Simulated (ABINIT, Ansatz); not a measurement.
# WS2 (Tungstenite): one start, several treatments of the self-energy

Wanted: the gap of WS2 (Tungstenite) under several approximations, with cost.

Method: PBE and many-body steps on it, plane waves, in ABINIT 10.8.3.

The database entry behind the starting cell differs from later determinations by our own check (an axis about 1.4 % long against later determinations), so it need not match the best structure at ambient conditions.

### Step 1. The starting structure

Symmetry: P6_3/mmc, No. 194, hexagonal system. The conventional cell has a = 3.180 Å, b = 3.180 Å, c = 12.500 Å, α = 90.00°, β = 90.00°, γ = 120.00°. Nearest to W lie 6 S at 2.41 Å. S has 3 W at 2.41 Å nearest. Farther neighbours and most contacts between anions are not listed.

The cell and positions come from the Crystallography Open Database and are kept as given unless a step says otherwise. Spin-orbit coupling is left out unless a step names it.

### Step 2. Empty states on the mesh, 3×3×1 mesh, 300 bands

This step: ABINIT 10.8.3; DFT, PBE, plane waves, norm-conserving pseudopotentials.

The sums over transitions need many empty states on a uniform mesh; this step solves for them.

run.abi reads:

```
acell 3*1.0 Angstrom
rprim 
  3.179999999980 0.000000000005 0.000000000000
  -1.589999999994 2.753960784015 0.000000000000
  0.000000000000 0.000000000000 12.500000000000
ntypat 2
znucl 74 16
natom 6
typat 1 1 2 2 2 2
xred 
  0.333333333333 0.666666666667 0.250000000000
  0.666666666667 0.333333333333 0.750000000000
  0.333333333333 0.666666666667 0.625000000000
  0.666666666667 0.333333333333 0.125000000000
  0.333333333333 0.666666666667 0.875000000000
  0.666666666667 0.333333333333 0.375000000000
pp_dirpath "pseudos"
pseudos "W.upf, S.upf"
ecut 31
ngkpt 3 3 1
nshiftk 1
shiftk 0 0 0
kptopt 1
chksymbreak 0
iscf -2
irdden 1
istwfk *1
nband 300
nbdbuf 26
tolwfr 1e-09
nstep 60
prtvol 0
indata_prefix "in"
outdata_prefix "out"
tmpdata_prefix "tmp"
```

Started as:

```sh
> OMP_NUM_THREADS=1 mpirun -n 4 abinit run.abi > log
```

Numbers of over 12 decimals in the logs are rounded to 6 here.

Output:

```text
.Version 10.8.3 of ABINIT. v10.8.2 released Aug 2026.

 Symmetries : space group P6_3/m m c (#194); Bravais hP (primitive hexag.)
[... echo of the input left out ...]
== DATASET  1 ==================================================================
-   mpi_nproc: 4, omp_nthreads: 1 (-1 if OMP is not activated)
-    --> not optimal distribution: autoparal keyword recommended in input file <--

--- !DatasetInfo
iteration_state: {dtset: 1, }
dimensions: {natom: 6, nkpt: 3, mband: 300, nsppol: 1, nspinor: 1, nspden: 1, mpw: 6137, }
cutoff_energies: {ecut:  31.0, pawecutdg:  -1.0, }
[...]
3.58328    3.58328    3.58975    3.61051    3.61530    3.61530    3.64479    3.66879
   3.68399    3.69265    3.71582    3.71595    3.74374    3.74418    3.76618    3.76838
   3.77301    3.78385    3.78497    3.78655
 prteigrs : prtvol=0 or 1, do not print more k-points.

== END DATASET(S) ==============================================================
================================================================================

 -outvars: echo values of variables after computation  --------
            nband         300
             nkpt           3
          spgroup         194
 [... the other variables as echoed above ...]

 Calculation completed.
```

Elapsed: 89 s, on 4 MPI ranks of Arm Neoverse V2, shared host; peak memory 0.49 GiB; 5.9 min of CPU time.

This step gave:

* gap: 1.175 eV
* k of the valence top: 0, 0, 0
* k of the conduction bottom: 0.3333, 0.3333, 0
* least direct gap: 1.737 eV
* k points computed: 3
* lowest point of the top converged band, above the valence top: 84.9580 eV

On this mesh the gap is 1.175 eV.

The density comes from a self-consistent run that is not shown.

### Step 3. Screening, 3×3×1 mesh, 127 bands, screening to 114.3 eV

The RPA dielectric matrix is built and inverted for each q.

This step: RPA screening on PBE, plane waves, norm-conserving pseudopotentials.

Changes to run.abi since step 2:

```diff
@@ -24,10 +24,11 @@
 chksymbreak 0
-iscf -2
-irdden 1
 istwfk *1
-nband 300
-nbdbuf 26
-tolwfr 1e-09
-nstep 60
-prtvol 0
+occopt 1
+irdwfk 1
+optdriver 3
+nband 127
+ecuteps 4.2
+inclvkb 2
+awtr 1
+symchi 1
 indata_prefix "in"
```

Output:

```text
.Version 10.8.3 of ABINIT. v10.8.2 released Aug 2026.

 Symmetries : space group P6_3/m m c (#194); Bravais hP (primitive hexag.)
[... echo of the input left out ...]
== DATASET  1 ==================================================================
-   mpi_nproc: 4, omp_nthreads: 1 (-1 if OMP is not activated)

--- !DatasetInfo
iteration_state: {dtset: 1, }
dimensions: {natom: 6, nkpt: 3, mband: 127, nsppol: 1, nspinor: 1, nspden: 1, mpw: 6137, }
cutoff_energies: {ecut:  31.0, pawecutdg:  -1.0, }
electrons: {nelect:   5.20000000E+01, charge:   0.00000000E+00, occopt:   1.00000000E+00, tsmear:   1.00000000E-02, }

 SCREENING: Calculation of the susceptibility and dielectric matrices

 Based on a program developped by R.W. Godby, V. Olevano, G. Onida, and L. Reining.
 Incorporated in ABINIT by V. Olevano, G.-M. Rignanese, and M. Torrent.
.Using double precision arithmetic ; gwpc =  8

[... cell and pseudopotentials left out ...]
--------------------------------------------------------------------------------

 ==== K-mesh for the wavefunctions ====
 Number of points in the irreducible wedge :     3
[... list of points left out ...]
 Together with 24 symmetry operations and time-reversal symmetry
 yields     9 points in the full Brillouin Zone.

 ==== Q-mesh for the screening function ====
 Number of points in the irreducible wedge :     3
[... list of points left out ...]
 Together with 24 symmetry operations and time-reversal symmetry
 yields     9 points in the full Brillouin Zone.

 setmesh: FFT mesh size selected  =    20x   20x   90
          total number of points  =        36000

 vcoul_init : cutoff-mode = AUXILIARY_FUNCTION
 q-points for optical limit:   1
     1)      0.000010    0.000020    0.000030

- screening: taking advantage of time-reversal symmetry
- Maximum band index for partially occupied states nbvw = 26
- Remaining bands to be divided among processors   nbcw = 101
- Number of bands treated by each node ~25

 Number of electrons calculated from density =   52.0000; Expected =   52.0000
 average of density, n =  0.070390
 r_s =    1.5024
 omega_plasma =   25.5924 [eV]

 calculating chi0 at frequencies [eV] :
  1    0.000000E+00    0.000000E+00
  2    0.000000E+00    2.559243E+01

--------------------------------------------------------------------------------
  q-point number  1        q = ( 0.000000, 0.000000, 0.000000) [r.l.u.]
--------------------------------------------------------------------------------
[... chi0 elements left out ...]
 For q-point:  0.000010 0.000020 0.000030
  dielectric constant =  18.0814
  dielectric constant without local fields =  20.2877

  Average fulfillment of the sum rule on Im[epsilon] for q-point    1 :     77.24  [%]
[... wings left out ...]
  q-point number  2        q = ( 0.333333, 0.000000, 0.000000) [r.l.u.]
--------------------------------------------------------------------------------
[... chi0 elements left out ...]
  Average fulfillment of the sum rule on Im[epsilon] for q-point    2 :     72.72  [%]

 [... 1 further q-points ...]
```

It took 22 s on 4 MPI ranks; peak memory 1 GiB.

This step gave:

```
ε∞ with local fields, on this mesh, along the program's q direction : 18.08
the same without local fields                                       : 20.29
plasma frequency                                                    : 25.59 eV
plane waves in the screening matrix                                 : 303
```

Local fields lower ε∞ by 11 %. On a Γ-centred mesh this coarse the value itself is usually too large, while a short band sum pulls it down.

### Step 4. G0W0, Godby-Needs plasmon pole

The self-energy is evaluated for the states that the input lists, and the levels follow from it, in one-shot runs by the linearised quasiparticle equation.

This step: G0W0 on PBE, plane waves, norm-conserving pseudopotentials.

Changes to run.abi since step 3:

```diff
@@ -27,8 +27,17 @@
 irdwfk 1
-optdriver 3
+optdriver 4
 nband 127
+gwcalctyp 0
+ecutsigx 31
+symsigma 1
+nkptgw 2
+kptgw 
+  0.0000000000 0.0000000000 0.0000000000
+  0.3333333333 0.3333333333 0.0000000000
+bdgw 
+  25 28
+  25 28
 ecuteps 4.2
-inclvkb 2
-awtr 1
-symchi 1
+irdscr 1
+ppmodel 1
 indata_prefix "in"
```

Output:

```text
.Version 10.8.3 of ABINIT. v10.8.2 released Aug 2026.

 Symmetries : space group P6_3/m m c (#194); Bravais hP (primitive hexag.)
[... echo of the input left out ...]
== DATASET  1 ==================================================================
-   mpi_nproc: 4, omp_nthreads: 1 (-1 if OMP is not activated)

--- !DatasetInfo
iteration_state: {dtset: 1, }
dimensions: {natom: 6, nkpt: 3, mband: 127, nsppol: 1, nspinor: 1, nspden: 1, mpw: 6137, }
cutoff_energies: {ecut:  31.0, pawecutdg:  -1.0, }
electrons: {nelect:   5.20000000E+01, charge:   0.00000000E+00, occopt:   1.00000000E+00, tsmear:   1.00000000E-02, }

 SIGMA: Calculation of the GW corrections

 Based on a program developped by R.W. Godby, V. Olevano, G. Onida, and L. Reining.
 Incorporated in ABINIT by V. Olevano, G.-M. Rignanese, and M. Torrent.
.Using double precision arithmetic ; gwpc =  8

[... cell and pseudopotentials left out ...]
--------------------------------------------------------------------------------

 ==== K-mesh for the wavefunctions ====
 Number of points in the irreducible wedge :     3
[... list of points left out ...]
 Together with 24 symmetry operations and time-reversal symmetry
 yields     9 points in the full Brillouin Zone.

 ==== Q-mesh for screening function ====
 Number of points in the irreducible wedge :     3
[... list of points left out ...]
 Together with 24 symmetry operations and time-reversal symmetry
 yields     9 points in the full Brillouin Zone.

 vcoul_init : cutoff-mode = AUXILIARY_FUNCTION
 q-points for optical limit:   1
     1)      0.000010    0.000020    0.000030
 setmesh: FFT mesh size selected  =    27x   27x  120
          total number of points  =        87480

 Number of electrons calculated from density =   52.0000; Expected =   52.0000
 average of density, n =  0.070390
 r_s =    1.5024
 omega_plasma =   25.5924 [eV]

 === KS Band Gaps ===
  >>>> For spin  1
   Minimum direct gap =   1.7368 [eV], located at k-point      :   0.3333  0.3333  0.0000
   Fundamental gap    =   1.1751 [eV], Top of valence bands at :   0.0000  0.0000  0.0000
                                       Bottom of conduction at :   0.3333  0.3333  0.0000
 SIGMA fundamental parameters:
 PLASMON POLE MODEL  1
 number of plane-waves for SigmaX                 6137
 number of plane-waves for SigmaC and W            303
 number of plane-waves for wavefunctions          6137
 number of bands                                   127
 number of independent spin polarizations            1
 number of spinorial components                      1
 number of k-points in IBZ                           3
 number of q-points in IBZ                           3
 number of symmetry operations                      24
 number of k-points in BZ                            9
 number of q-points in BZ                            9
 number of frequencies for dSigma/dE                 9
 frequency step for dSigma/dE [eV]                0.25
 number of omega for Sigma on real axis              0
 max omega for Sigma on real axis  [eV]           0.00
 zcut for avoiding poles [eV]                     0.10

 EPSILON^-1 parameters (SCR file):
 dimension of the eps^-1 matrix on file            303
 dimension of the eps^-1 matrix used               303
 number of plane-waves for wavefunctions          6137
 number of bands                                   127
 number of q-points in IBZ                           3
 number of frequencies                               2
 number of real frequencies                          1
 number of imag frequencies                          1

 matrix elements of self-energy operator (all in [eV])

 Perturbative Calculation

--- !SelfEnergy_ee
iteration_state: {dtset: 1, }
kpoint     : [   0.000,    0.000,    0.000, ]
spin       : 1
KS_gap     :    2.245
QP_gap     :    2.770
Delta_QP_KS:    0.525
data: !SigmaeeData |
     Band     E0 <VxcDFT>   SigX SigC(E0)      Z dSigC/dE  Sig(E)    E-E0       E
       25   7.984 -14.390 -15.587   1.435   0.788  -0.269 -14.202   0.187   8.171
       26   9.072 -15.531 -16.377   1.252   0.784  -0.275 -15.212   0.319   9.391
       27  11.317 -15.192 -10.304  -3.816   0.788  -0.270 -14.347   0.844  12.161
       28  11.317 -15.192 -10.304  -3.816   0.788  -0.270 -14.347   0.844  12.161

--- !SelfEnergy_ee
iteration_state: {dtset: 1, }
kpoint     : [   0.333,    0.333,    0.000, ]
spin       : 1
KS_gap     :    1.737
QP_gap     :    2.478
Delta_QP_KS:    0.741
data: !SigmaeeData |
     Band     E0 <VxcDFT>   SigX SigC(E0)      Z dSigC/dE  Sig(E)    E-E0       E
       25   8.343 -15.064 -16.308   1.556   0.787  -0.271 -14.819   0.245   8.588
       26   8.510 -15.440 -16.624   1.549   0.786  -0.273 -15.153   0.287   8.797
       27  10.247 -16.292 -11.224  -3.761   0.786  -0.272 -15.265   1.028  11.274
       28  10.247 -16.292 -11.224  -3.761   0.786  -0.272 -15.265   1.028  11.274

== END DATASET(S) ==============================================================
================================================================================

 -outvars: echo values of variables after computation  --------
           etotal      0.0000000000E+00
            nband         127
             nkpt           3
          spgroup         194
 [... the other variables as echoed above ...]

 Calculation completed.
```

It took 7 s on 4 MPI ranks; peak memory 0.73 GiB; 27 s of CPU time.

Numbers from this step:

| Quantity | Value |
| --- | --- |
| G0W0 gap on the points computed | 1.883 eV |
| starting gap on the mesh | 1.175 eV |
| k of the valence top | 0, 0, 0 |
| k of the conduction bottom | 0.3333, 0.3333, 0 |
| Z at the valence top | 0.784 |
| Z at the conduction bottom | 0.786 |
| least direct G0W0 gap on the computed points | 2.477 eV |

The gap on the mesh goes from 1.17 eV to 1.88 eV, a correction of +0.71 eV.

### Step 5. G0W0, Hybertsen-Louie plasmon pole

Changes to run.abi since step 4:

```diff
@@ -41,3 +41,3 @@
 irdscr 1
-ppmodel 1
+ppmodel 2
 indata_prefix "in"
```

Output:

```text
.Version 10.8.3 of ABINIT. v10.8.2 released Aug 2026.

 Symmetries : space group P6_3/m m c (#194); Bravais hP (primitive hexag.)
[... echo of the input left out ...]
== DATASET  1 ==================================================================
-   mpi_nproc: 4, omp_nthreads: 1 (-1 if OMP is not activated)

--- !DatasetInfo
iteration_state: {dtset: 1, }
dimensions: {natom: 6, nkpt: 3, mband: 127, nsppol: 1, nspinor: 1, nspden: 1, mpw: 6137, }
cutoff_energies: {ecut:  31.0, pawecutdg:  -1.0, }
electrons: {nelect:   5.20000000E+01, charge:   0.00000000E+00, occopt:   1.00000000E+00, tsmear:   1.00000000E-02, }

 SIGMA: Calculation of the GW corrections

 Based on a program developped by R.W. Godby, V. Olevano, G. Onida, and L. Reining.
 Incorporated in ABINIT by V. Olevano, G.-M. Rignanese, and M. Torrent.
.Using double precision arithmetic ; gwpc =  8

[... cell and pseudopotentials left out ...]
--------------------------------------------------------------------------------

 ==== K-mesh for the wavefunctions ====
 Number of points in the irreducible wedge :     3
[... list of points left out ...]
 Together with 24 symmetry operations and time-reversal symmetry
 yields     9 points in the full Brillouin Zone.

 ==== Q-mesh for screening function ====
 Number of points in the irreducible wedge :     3
[... list of points left out ...]
 Together with 24 symmetry operations and time-reversal symmetry
 yields     9 points in the full Brillouin Zone.

 vcoul_init : cutoff-mode = AUXILIARY_FUNCTION
 q-points for optical limit:   1
     1)      0.000010    0.000020    0.000030
 setmesh: FFT mesh size selected  =    27x   27x  120
          total number of points  =        87480

 Number of electrons calculated from density =   52.0000; Expected =   52.0000
[...]
number of omega for Sigma on real axis              0
 max omega for Sigma on real axis  [eV]           0.00
 zcut for avoiding poles [eV]                     0.10

 EPSILON^-1 parameters (SCR file):
 dimension of the eps^-1 matrix on file            303
 dimension of the eps^-1 matrix used               303
 number of plane-waves for wavefunctions          6137
 number of bands                                   127
 number of q-points in IBZ                           3
 number of frequencies                               2
 number of real frequencies                          1
 number of imag frequencies                          1

 matrix elements of self-energy operator (all in [eV])

 Perturbative Calculation

--- !SelfEnergy_ee
iteration_state: {dtset: 1, }
kpoint     : [   0.000,    0.000,    0.000, ]
spin       : 1
KS_gap     :    2.245
QP_gap     :    2.851
Delta_QP_KS:    0.606
data: !SigmaeeData |
     Band     E0 <VxcDFT>   SigX SigC(E0)      Z dSigC/dE  Sig(E)    E-E0       E
       25   7.984 -14.390 -15.587   1.234   0.827  -0.210 -14.360   0.030   8.014
       26   9.072 -15.531 -16.377   1.139   0.826  -0.211 -15.289   0.242   9.314
       27  11.317 -15.192 -10.304  -3.864   0.829  -0.207 -14.344   0.848  12.165
[...]
--- !SelfEnergy_ee
iteration_state: {dtset: 1, }
kpoint     : [   0.333,    0.333,    0.000, ]
spin       : 1
KS_gap     :    1.737
QP_gap     :    2.566
Delta_QP_KS:    0.829
data: !SigmaeeData |
     Band     E0 <VxcDFT>   SigX SigC(E0)      Z dSigC/dE  Sig(E)    E-E0       E
[...]
27  10.247 -16.292 -11.224  -3.821   0.826  -0.211 -15.263   1.030  11.277
       28  10.247 -16.292 -11.224  -3.821   0.826  -0.211 -15.263   1.030  11.277

== END DATASET(S) ==============================================================
================================================================================

 -outvars: echo values of variables after computation  --------
           etotal      0.0000000000E+00
            nband         127
             nkpt           3
          spgroup         194
 [... the other variables as echoed above ...]

 Calculation completed.
```

Wall time 6.8 s (4 MPI ranks); peak memory 0.72 GiB.

This step gave:

| Item | Value |
| --- | --- |
| G0W0 gap on the points computed | 1.963 eV |
| starting gap on the mesh | 1.175 eV |
| k of the valence top | 0, 0, 0 |
| k of the conduction bottom | 0.3333, 0.3333, 0 |
| Z at the valence top | 0.826 |
| Z at the conduction bottom | 0.826 |
| least direct G0W0 gap on the computed points | 2.566 eV |

Against G0W0 in ABINIT (3×3×1 mesh, 127 bands, screening to 114.3 eV, Godby-Needs plasmon pole), the gap moves by +0.080 eV.

(Part 1 of 2 ends here.)

[Paths, hosts, dates, memory and timing lines, banners, echoed tables and standing remarks are left out of the program output.]

[Logs are printed without paths, hosts, clocks, repeated set-up lines and the standing remarks that a program may print on its own settings, such as how far it seeks lower states.]

[Runs of the session that timed out or met a known fault of the program may be left out.]

[No measured gap is set beside runs whose start may be inverted or whose files or cutoffs have a known fault.]

[Hosts, paths, dates, database ids (printed as entryN), source tags and the programs' standing remarks are cut or masked in the printed files.]

[G0W0 gaps are taken among the corrected bands and points alone; a level outside them can change the order at an edge.]

[Where Ansatz stands beside ABINIT at settings called matched, ABINIT's density can come from a denser mesh and the files from another edition; pairs whose starting gaps differed by over 0.03 eV were left out, so agreement reads better than it is.]
